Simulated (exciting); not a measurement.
Consider MgS (Niningerite), space group Fm-3m.

```xyz
2
Lattice="0.0000 2.6016 2.6016 2.6016 0.0000 2.6016 2.6016 2.6016 0.0000" Properties=species:S:1:pos:R:3 pbc="T T T"
S     2.6016    2.6016    2.6016
Mg    0.0000    0.0000    0.0000
```

Absorber: atom 1, with 6 Mg at 2.60 Å (octahedral, site symmetry m-3m). Method: exciting, all-electron LAPW+lo, LDA, exchange and screened direct term (singlet BSE), 5×5×5 shifted k points, 15 conduction bands, |G+q| up to 3 bohr⁻¹, full RPA screening with nempty = 35, Lorentzian half width 0.45 eV.

**Question.** What does the S K spectrum look like, and is there a bound core exciton?

Bound core exciton? Undecided on this mesh: the first bright state (over 5 % of the brightest) lies at 0.08 eV from the Kohn–Sham onset; weaker or dark states reach down to -0.44 eV. Maxima (height): 1.7 eV (1.00), 3.1 eV (0.89), 8.8 eV (0.38) and 15.0 eV (0.33).

Energy from the Kohn–Sham onset, core level to the lowest empty state found on the meshes used; Im ε in relative units:

```csv
E (eV),Im ε
-3.5,0.02
-3.0,0.03
-2.5,0.03
-2.0,0.04
-1.5,0.05
-1.0,0.08
-0.5,0.12
0.0,0.22
0.5,0.42
1.0,0.70
1.5,0.96
2.0,0.91
2.5,0.81
3.0,0.89
3.5,0.82
4.0,0.79
4.5,0.77
5.0,0.74
5.5,0.64
6.0,0.50
6.5,0.41
7.0,0.34
7.5,0.32
8.0,0.34
8.5,0.37
9.0,0.38
9.5,0.31
10.0,0.27
10.5,0.26
11.0,0.25
11.5,0.26
12.0,0.28
12.5,0.28
13.0,0.29
13.5,0.29
14.0,0.30
14.5,0.32
15.0,0.33
15.5,0.32
16.0,0.30
16.5,0.28
17.0,0.25
17.5,0.23
18.0,0.20
```

Binding energies aren't converged on 125 k points. The kernel cutoff is low for a compact core orbital, so the effect of exchange is a lower bound. The zero comes from the shifted mesh, which comes near the band minimum without meeting it. The Kohn–Sham onset, 2391 eV, is no photon energy (tabulated edge of the element: 2472 eV): the scale needs a rigid shift. Bands and screening come from semilocal DFT, whose small gap overscreens. Vibrations and energy-dependent lifetimes are left out. The structure is a published determination, not relaxed.

[Banner, clock and machine lines of the logs are left out without a mark of their own.]

[Logs are printed without paths, hosts, clocks, repeated set-up lines and the standing remarks that a program may print on its own settings, such as how far it seeks lower states.]

[Hosts, paths, dates, database ids (printed as entryN), source tags and the programs' standing remarks are cut or masked in the printed files.]
